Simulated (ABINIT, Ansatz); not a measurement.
## ZrSe3 (P2_1/m): one start, several treatments of the self-energy

Wanted: the gap of ZrSe3 (P2_1/m) under several approximations, with cost.

Main program and level: ABINIT 10.8.3; PBEsol and many-body steps on it, plane waves.

## (1) The structure

The structure is monoclinic, space group P2_1/m (No. 11). The conventional cell has a = 5.411 Å, b = 3.749 Å, c = 9.444 Å, α = 90.00°, β = 97.48°, γ = 90.00°. Nearest to Zr lie 8 Se at 2.72 to 2.87 Å. Se has 4 Zr at 2.72 to 2.87 Å nearest. Nearest to Se lie 1 Se at 2.34 Å and 2 Zr at 2.73 Å. Nearest to Se lie 1 Se at 2.34 Å and 2 Zr at 2.74 Å. Farther neighbours and most contacts between anions are not listed.

As a file:

```cif
data_structure
_symmetry_space_group_name_H-M 'P2_1/m'
_symmetry_Int_Tables_number 11
_cell_length_a 5.4109
_cell_length_b 3.7488
_cell_length_c 9.4440
_cell_angle_alpha 90.000
_cell_angle_beta 97.480
_cell_angle_gamma 90.000
_cell_volume 189.94
loop_
_atom_site_label
_atom_site_type_symbol
_atom_site_symmetry_multiplicity
_atom_site_Wyckoff_symbol
_atom_site_fract_x
_atom_site_fract_y
_atom_site_fract_z
_atom_site_occupancy
Zr1 Zr 2 e 0.28500 0.25000 0.65600 1
Se1 Se 2 e 0.76200 0.25000 0.55400 1
Se2 Se 2 e 0.45600 0.25000 0.17400 1
Se3 Se 2 e 0.88800 0.25000 0.16900 1
```

The cell and positions come from the Crystallography Open Database and are kept as given unless a step says otherwise.

## (2) Empty states on the mesh, 2×4×1 mesh, 336 bands

This step: ABINIT 10.8.3; DFT, PBEsol, plane waves, norm-conserving pseudopotentials.

The sums over transitions need many empty states on a uniform mesh; this step solves for them.

File run.abi:

```
acell 3*1.0 Angstrom
rprim 
  5.410900000000 -0.000000000000 -0.000000000000
  -0.000000000000 3.748800000000 0.000000000000
  -1.229420909100 0.000000000000 9.363634990100
ntypat 2
znucl 40 34
natom 8
typat 1 1 2 2 2 2 2 2
xred 
  0.285000000000 0.250000000000 0.656000000000
  0.715000000000 0.750000000000 0.344000000000
  0.762000000000 0.250000000000 0.554000000000
  0.238000000000 0.750000000000 0.446000000000
  0.456000000000 0.250000000000 0.174000000000
  0.544000000000 0.750000000000 0.826000000000
  0.888000000000 0.250000000000 0.169000000000
  0.112000000000 0.750000000000 0.831000000000
pp_dirpath "pseudos"
pseudos "Zr.upf, Se.upf"
ecut 48
ngkpt 2 4 1
nshiftk 1
shiftk 0 0 0
kptopt 1
chksymbreak 0
iscf -2
irdden 1
istwfk *1
nband 336
nbdbuf 30
tolwfr 1e-09
nstep 60
prtvol 0
indata_prefix "in"
outdata_prefix "out"
tmpdata_prefix "tmp"
```

The run is started by

```sh
OMP_NUM_THREADS=1 mpirun -n 4 abinit run.abi > log
```

Numbers of over 12 decimals in the logs are rounded to 6 here.

The log of the run:

```text
.Version 10.8.3 of ABINIT. v10.8.2 released Aug 2026.

 Symmetries : space group P2_1/m (# 11); Bravais mP (primitive monocl.)
[... echo of the input left out ...]
== DATASET  1 ==================================================================
-   mpi_nproc: 4, omp_nthreads: 1 (-1 if OMP is not activated)

--- !DatasetInfo
iteration_state: {dtset: 1, }
dimensions: {natom: 8, nkpt: 6, mband: 336, nsppol: 1, nspinor: 1, nspden: 1, mpw: 20400, }
cutoff_energies: {ecut:  48.0, pawecutdg:  -1.0, }
[...]
2.36335    2.36590    2.37432    2.38219    2.38411    2.39153    2.39483    2.41334
   2.42953    2.43613    2.43761    2.44521    2.44819    2.46247    2.47284    2.48925
 prteigrs : prtvol=0 or 1, do not print more k-points.

== END DATASET(S) ==============================================================
================================================================================

 -outvars: echo values of variables after computation  --------
            nband         336
             nkpt           6
          spgroup          11
 [... the other variables as echoed above ...]

 Calculation completed.
```

Elapsed: 16 min, on 4 MPI ranks of Arm Neoverse V1, shared host; peak memory 1.2 GiB.

Numbers from this step:

```yaml
gap: 0.3157 eV
k_of_the_valence_top: 0, 0, 0
k_of_the_conduction_bottom: 0.5, 0, 0
least_direct_gap: 0.6242 eV
k_points_computed: 6
lowest_point_of_the_top_converged_band_above_the_valence_top: 55.2013 eV
```

On this mesh the gap is 0.316 eV.

The density comes from a self-consistent run that is not shown.

## (3) Screening, 2×4×1 mesh, 174 bands, screening to 98 eV

The RPA dielectric matrix is built and inverted for each q.

This step: RPA screening on PBEsol, plane waves, norm-conserving pseudopotentials.

Changes to run.abi since step 2:

```diff
@@ -26,10 +26,11 @@
 chksymbreak 0
-iscf -2
-irdden 1
 istwfk *1
-nband 336
-nbdbuf 30
-tolwfr 1e-09
-nstep 60
-prtvol 0
+occopt 1
+irdwfk 1
+optdriver 3
+nband 174
+ecuteps 3.6
+inclvkb 2
+awtr 1
+symchi 1
 indata_prefix "in"
```

The log of the run:

```text
.Version 10.8.3 of ABINIT. v10.8.2 released Aug 2026.

 Symmetries : space group P2_1/m (# 11); Bravais mP (primitive monocl.)
[... echo of the input left out ...]
== DATASET  1 ==================================================================
-   mpi_nproc: 4, omp_nthreads: 1 (-1 if OMP is not activated)

--- !DatasetInfo
iteration_state: {dtset: 1, }
dimensions: {natom: 8, nkpt: 6, mband: 174, nsppol: 1, nspinor: 1, nspden: 1, mpw: 20400, }
cutoff_energies: {ecut:  48.0, pawecutdg:  -1.0, }
electrons: {nelect:   1.68000000E+02, charge:   0.00000000E+00, occopt:   1.00000000E+00, tsmear:   1.00000000E-02, }

 SCREENING: Calculation of the susceptibility and dielectric matrices

 Based on a program developped by R.W. Godby, V. Olevano, G. Onida, and L. Reining.
 Incorporated in ABINIT by V. Olevano, G.-M. Rignanese, and M. Torrent.
.Using double precision arithmetic ; gwpc =  8

[... cell and pseudopotentials left out ...]
--------------------------------------------------------------------------------

 ==== K-mesh for the wavefunctions ====
 Number of points in the irreducible wedge :     6
[... list of points left out ...]
 Together with  4 symmetry operations and time-reversal symmetry
 yields     8 points in the full Brillouin Zone.

 ==== Q-mesh for the screening function ====
 Number of points in the irreducible wedge :     6
[... list of points left out ...]
 Together with  4 symmetry operations and time-reversal symmetry
 yields     8 points in the full Brillouin Zone.

 setmesh: FFT mesh size selected  =    45x   30x   72
          total number of points  =        97200

 vcoul_init : cutoff-mode = AUXILIARY_FUNCTION
 q-points for optical limit:   1
     1)      0.000010    0.000020    0.000030

- screening: taking advantage of time-reversal symmetry
- Maximum band index for partially occupied states nbvw = 84
- Remaining bands to be divided among processors   nbcw = 90
- Number of bands treated by each node ~22

 Number of electrons calculated from density =  168.0000; Expected =  168.0000
 average of density, n =  0.131071
 r_s =    1.2212
 omega_plasma =   34.9228 [eV]

 calculating chi0 at frequencies [eV] :
  1    0.000000E+00    0.000000E+00
  2    0.000000E+00    3.492278E+01

--------------------------------------------------------------------------------
  q-point number  1        q = ( 0.000000, 0.000000, 0.000000) [r.l.u.]
--------------------------------------------------------------------------------
[... chi0 elements left out ...]
 For q-point:  0.000010 0.000020 0.000030
  dielectric constant =  16.3766
  dielectric constant without local fields =  19.0141

  Average fulfillment of the sum rule on Im[epsilon] for q-point    1 :     26.82  [%]
[... wings left out ...]
  q-point number  2        q = ( 0.500000, 0.000000, 0.000000) [r.l.u.]
--------------------------------------------------------------------------------
[... chi0 elements left out ...]
  Average fulfillment of the sum rule on Im[epsilon] for q-point    2 :     28.78  [%]

 [... 4 further q-points ...]
```

Wall time 6.7 min (4 MPI ranks); peak memory 5.5 GiB; 27 min of CPU time.

This step gave:

- ε∞ with local fields, on this mesh, along the program's q direction: 16.38
- the same without local fields: 19.01
- plasma frequency: 34.92 eV
- plane waves in the screening matrix: 413

Local fields lower ε∞ by 14 %. On a Γ-centred mesh this coarse the value itself is usually too large, while a short band sum pulls it down.

## (4) G0W0, Godby-Needs plasmon pole

The self-energy is evaluated for the states that the input lists, and the levels follow from it, in one-shot runs by the linearised quasiparticle equation.

This step: G0W0 on PBEsol, plane waves, norm-conserving pseudopotentials.

Changes to run.abi since step 3:

```diff
@@ -29,8 +29,17 @@
 irdwfk 1
-optdriver 3
+optdriver 4
 nband 174
+gwcalctyp 0
+ecutsigx 48
+symsigma 1
+nkptgw 2
+kptgw 
+  0.0000000000 0.0000000000 0.0000000000
+  0.5000000000 0.0000000000 0.0000000000
+bdgw 
+  83 86
+  83 86
 ecuteps 3.6
-inclvkb 2
-awtr 1
-symchi 1
+irdscr 1
+ppmodel 1
 indata_prefix "in"
```

The log of the run:

```text
.Version 10.8.3 of ABINIT. v10.8.2 released Aug 2026.

 Symmetries : space group P2_1/m (# 11); Bravais mP (primitive monocl.)
[... echo of the input left out ...]
== DATASET  1 ==================================================================
-   mpi_nproc: 4, omp_nthreads: 1 (-1 if OMP is not activated)

--- !DatasetInfo
iteration_state: {dtset: 1, }
dimensions: {natom: 8, nkpt: 6, mband: 174, nsppol: 1, nspinor: 1, nspden: 1, mpw: 20400, }
cutoff_energies: {ecut:  48.0, pawecutdg:  -1.0, }
electrons: {nelect:   1.68000000E+02, charge:   0.00000000E+00, occopt:   1.00000000E+00, tsmear:   1.00000000E-02, }

 SIGMA: Calculation of the GW corrections

 Based on a program developped by R.W. Godby, V. Olevano, G. Onida, and L. Reining.
 Incorporated in ABINIT by V. Olevano, G.-M. Rignanese, and M. Torrent.
.Using double precision arithmetic ; gwpc =  8

[... cell and pseudopotentials left out ...]
--------------------------------------------------------------------------------

 ==== K-mesh for the wavefunctions ====
 Number of points in the irreducible wedge :     6
[... list of points left out ...]
 Together with  4 symmetry operations and time-reversal symmetry
 yields     8 points in the full Brillouin Zone.

 ==== Q-mesh for screening function ====
 Number of points in the irreducible wedge :     6
[... list of points left out ...]
 Together with  4 symmetry operations and time-reversal symmetry
 yields     8 points in the full Brillouin Zone.

 vcoul_init : cutoff-mode = AUXILIARY_FUNCTION
 q-points for optical limit:   1
     1)      0.000010    0.000020    0.000030
 setmesh: FFT mesh size selected  =    72x   48x  120
          total number of points  =       414720

 Number of electrons calculated from density =  168.0000; Expected =  168.0000
 average of density, n =  0.131071
 r_s =    1.2212
 omega_plasma =   34.9228 [eV]

 === KS Band Gaps ===
  >>>> For spin  1
   Minimum direct gap =   0.6243 [eV], located at k-point      :   0.5000  0.0000  0.0000
   Fundamental gap    =   0.3158 [eV], Top of valence bands at :   0.0000  0.0000  0.0000
                                       Bottom of conduction at :   0.5000  0.0000  0.0000
 SIGMA fundamental parameters:
 PLASMON POLE MODEL  1
 number of plane-waves for SigmaX                20343
 number of plane-waves for SigmaC and W            413
 number of plane-waves for wavefunctions         20343
 number of bands                                   174
 number of independent spin polarizations            1
 number of spinorial components                      1
 number of k-points in IBZ                           6
 number of q-points in IBZ                           6
 number of symmetry operations                       4
 number of k-points in BZ                            8
 number of q-points in BZ                            8
 number of frequencies for dSigma/dE                 9
 frequency step for dSigma/dE [eV]                0.25
 number of omega for Sigma on real axis              0
 max omega for Sigma on real axis  [eV]           0.00
 zcut for avoiding poles [eV]                     0.10

 EPSILON^-1 parameters (SCR file):
 dimension of the eps^-1 matrix on file            413
 dimension of the eps^-1 matrix used               413
 number of plane-waves for wavefunctions         20343
 number of bands                                   174
 number of q-points in IBZ                           6
 number of frequencies                               2
 number of real frequencies                          1
 number of imag frequencies                          1

 matrix elements of self-energy operator (all in [eV])

 Perturbative Calculation

--- !SelfEnergy_ee
iteration_state: {dtset: 1, }
kpoint     : [   0.000,    0.000,    0.000, ]
spin       : 1
KS_gap     :    0.645
QP_gap     :    1.148
Delta_QP_KS:    0.503
data: !SigmaeeData |
     Band     E0 <VxcDFT>   SigX SigC(E0)      Z dSigC/dE  Sig(E)    E-E0       E
       83   6.381 -14.785 -16.238   2.067   0.797  -0.255 -14.296   0.489   6.870
       84   6.498 -15.013 -16.873   2.450   0.797  -0.254 -14.542   0.470   6.969
       85   7.143 -13.066  -8.340  -3.507   0.799  -0.251 -12.092   0.974   8.117
       86   7.524 -13.526  -8.092  -4.036   0.795  -0.258 -12.415   1.111   8.635

--- !SelfEnergy_ee
iteration_state: {dtset: 1, }
kpoint     : [   0.500,    0.000,    0.000, ]
spin       : 1
KS_gap     :    0.624
QP_gap     :    1.187
Delta_QP_KS:    0.563
data: !SigmaeeData |
     Band     E0 <VxcDFT>   SigX SigC(E0)      Z dSigC/dE  Sig(E)    E-E0       E
       83   6.118 -14.716 -16.651   2.422   0.797  -0.255 -14.328   0.388   6.506
       84   6.190 -14.775 -16.627   2.361   0.796  -0.256 -14.369   0.405   6.595
       85   6.814 -13.770  -9.977  -2.575   0.795  -0.258 -12.802   0.968   7.782
       86   7.154 -14.048 -10.040  -2.687   0.795  -0.258 -12.998   1.050   8.204

== END DATASET(S) ==============================================================
================================================================================

 -outvars: echo values of variables after computation  --------
           etotal      0.0000000000E+00
            nband         174
             nkpt           6
          spgroup          11
 [... the other variables as echoed above ...]

 Calculation completed.
```

Run time: 32 s. Hardware: 4 MPI ranks; peak memory 4.6 GiB.

Numbers from this step:

* G0W0 gap on the points computed: 0.8130 eV
* starting gap on the mesh: 0.3157 eV
* k of the valence top: 0, 0, 0
* k of the conduction bottom: 0.5, 0, 0
* Z at the valence top: 0.797
* Z at the conduction bottom: 0.795
* least direct G0W0 gap on the computed points: 1.148 eV

The gap on the mesh goes from 0.32 eV to 0.81 eV, a correction of +0.50 eV.

## (5) G0W0, Hybertsen-Louie plasmon pole

Changes to run.abi since step 4:

```diff
@@ -43,3 +43,3 @@
 irdscr 1
-ppmodel 1
+ppmodel 2
 indata_prefix "in"
```

The log of the run:

```text
.Version 10.8.3 of ABINIT. v10.8.2 released Aug 2026.

 Symmetries : space group P2_1/m (# 11); Bravais mP (primitive monocl.)
[... echo of the input left out ...]
== DATASET  1 ==================================================================
-   mpi_nproc: 4, omp_nthreads: 1 (-1 if OMP is not activated)

--- !DatasetInfo
iteration_state: {dtset: 1, }
dimensions: {natom: 8, nkpt: 6, mband: 174, nsppol: 1, nspinor: 1, nspden: 1, mpw: 20400, }
cutoff_energies: {ecut:  48.0, pawecutdg:  -1.0, }
electrons: {nelect:   1.68000000E+02, charge:   0.00000000E+00, occopt:   1.00000000E+00, tsmear:   1.00000000E-02, }

 SIGMA: Calculation of the GW corrections

 Based on a program developped by R.W. Godby, V. Olevano, G. Onida, and L. Reining.
 Incorporated in ABINIT by V. Olevano, G.-M. Rignanese, and M. Torrent.
.Using double precision arithmetic ; gwpc =  8

[... cell and pseudopotentials left out ...]
--------------------------------------------------------------------------------

 ==== K-mesh for the wavefunctions ====
 Number of points in the irreducible wedge :     6
[... list of points left out ...]
 Together with  4 symmetry operations and time-reversal symmetry
 yields     8 points in the full Brillouin Zone.

 ==== Q-mesh for screening function ====
 Number of points in the irreducible wedge :     6
[... list of points left out ...]
 Together with  4 symmetry operations and time-reversal symmetry
 yields     8 points in the full Brillouin Zone.

 vcoul_init : cutoff-mode = AUXILIARY_FUNCTION
 q-points for optical limit:   1
     1)      0.000010    0.000020    0.000030
 setmesh: FFT mesh size selected  =    72x   48x  120
          total number of points  =       414720

 Number of electrons calculated from density =  168.0000; Expected =  168.0000
[...]
number of omega for Sigma on real axis              0
 max omega for Sigma on real axis  [eV]           0.00
 zcut for avoiding poles [eV]                     0.10

 EPSILON^-1 parameters (SCR file):
 dimension of the eps^-1 matrix on file            413
 dimension of the eps^-1 matrix used               413
 number of plane-waves for wavefunctions         20343
 number of bands                                   174
 number of q-points in IBZ                           6
 number of frequencies                               2
 number of real frequencies                          1
 number of imag frequencies                          1

 matrix elements of self-energy operator (all in [eV])

 Perturbative Calculation

--- !SelfEnergy_ee
iteration_state: {dtset: 1, }
kpoint     : [   0.000,    0.000,    0.000, ]
spin       : 1
KS_gap     :    0.645
QP_gap     :    1.231
Delta_QP_KS:    0.586
data: !SigmaeeData |
     Band     E0 <VxcDFT>   SigX SigC(E0)      Z dSigC/dE  Sig(E)    E-E0       E
       83   6.381 -14.785 -16.238   1.907   0.875  -0.142 -14.388   0.397   6.778
       84   6.498 -15.013 -16.873   2.269   0.876  -0.141 -14.655   0.358   6.856
       85   7.143 -13.066  -8.340  -3.647   0.876  -0.142 -12.121   0.945   8.087
[...]
--- !SelfEnergy_ee
iteration_state: {dtset: 1, }
kpoint     : [   0.500,    0.000,    0.000, ]
spin       : 1
KS_gap     :    0.624
QP_gap     :    1.214
Delta_QP_KS:    0.589
data: !SigmaeeData |
     Band     E0 <VxcDFT>   SigX SigC(E0)      Z dSigC/dE  Sig(E)    E-E0       E
[...]
85   6.814 -13.770  -9.977  -2.783   0.878  -0.139 -12.884   0.887   7.701
       86   7.154 -14.048 -10.040  -2.866   0.878  -0.139 -13.045   1.003   8.157

== END DATASET(S) ==============================================================
================================================================================

 -outvars: echo values of variables after computation  --------
           etotal      0.0000000000E+00
            nband         174
             nkpt           6
          spgroup          11
 [... the other variables as echoed above ...]

 Calculation completed.
```

Wall time 31 s (4 MPI ranks); peak memory 4.5 GiB.

Numbers from this step:

```yaml
g0w0_gap_on_the_points_computed: 0.8450 eV
starting_gap_on_the_mesh: 0.3157 eV
k_of_the_valence_top: 0, 0, 0
k_of_the_conduction_bottom: 0.5, 0, 0
z_at_the_valence_top: 0.876
z_at_the_conduction_bottom: 0.878
least_direct_g0w0_gap_on_the_computed_points: 1.214 eV
```

Against G0W0 in ABINIT (2×4×1 mesh, 174 bands, screening to 98 eV, Godby-Needs plasmon pole), the gap moves by +0.032 eV.

(Part 1 of 2 ends here.)

[Paths, hosts, dates, memory and timing lines, banners, echoed tables and standing remarks are left out of the program output.]

[Logs are printed without paths, hosts, clocks, repeated set-up lines and the standing remarks that a program may print on its own settings, such as how far it seeks lower states.]

[Runs of the session that timed out or met a known fault of the program may be left out.]

[Hosts, paths, dates, database ids (printed as entryN), source tags and the programs' standing remarks are cut or masked in the printed files.]

[G0W0 gaps are taken among the corrected bands and points alone; a level outside them can change the order at an edge.]

[Where Ansatz stands beside ABINIT at settings called matched, ABINIT's density can come from a denser mesh and the files from another edition; pairs whose starting gaps differed by over 0.03 eV were left out, so agreement reads better than it is.]
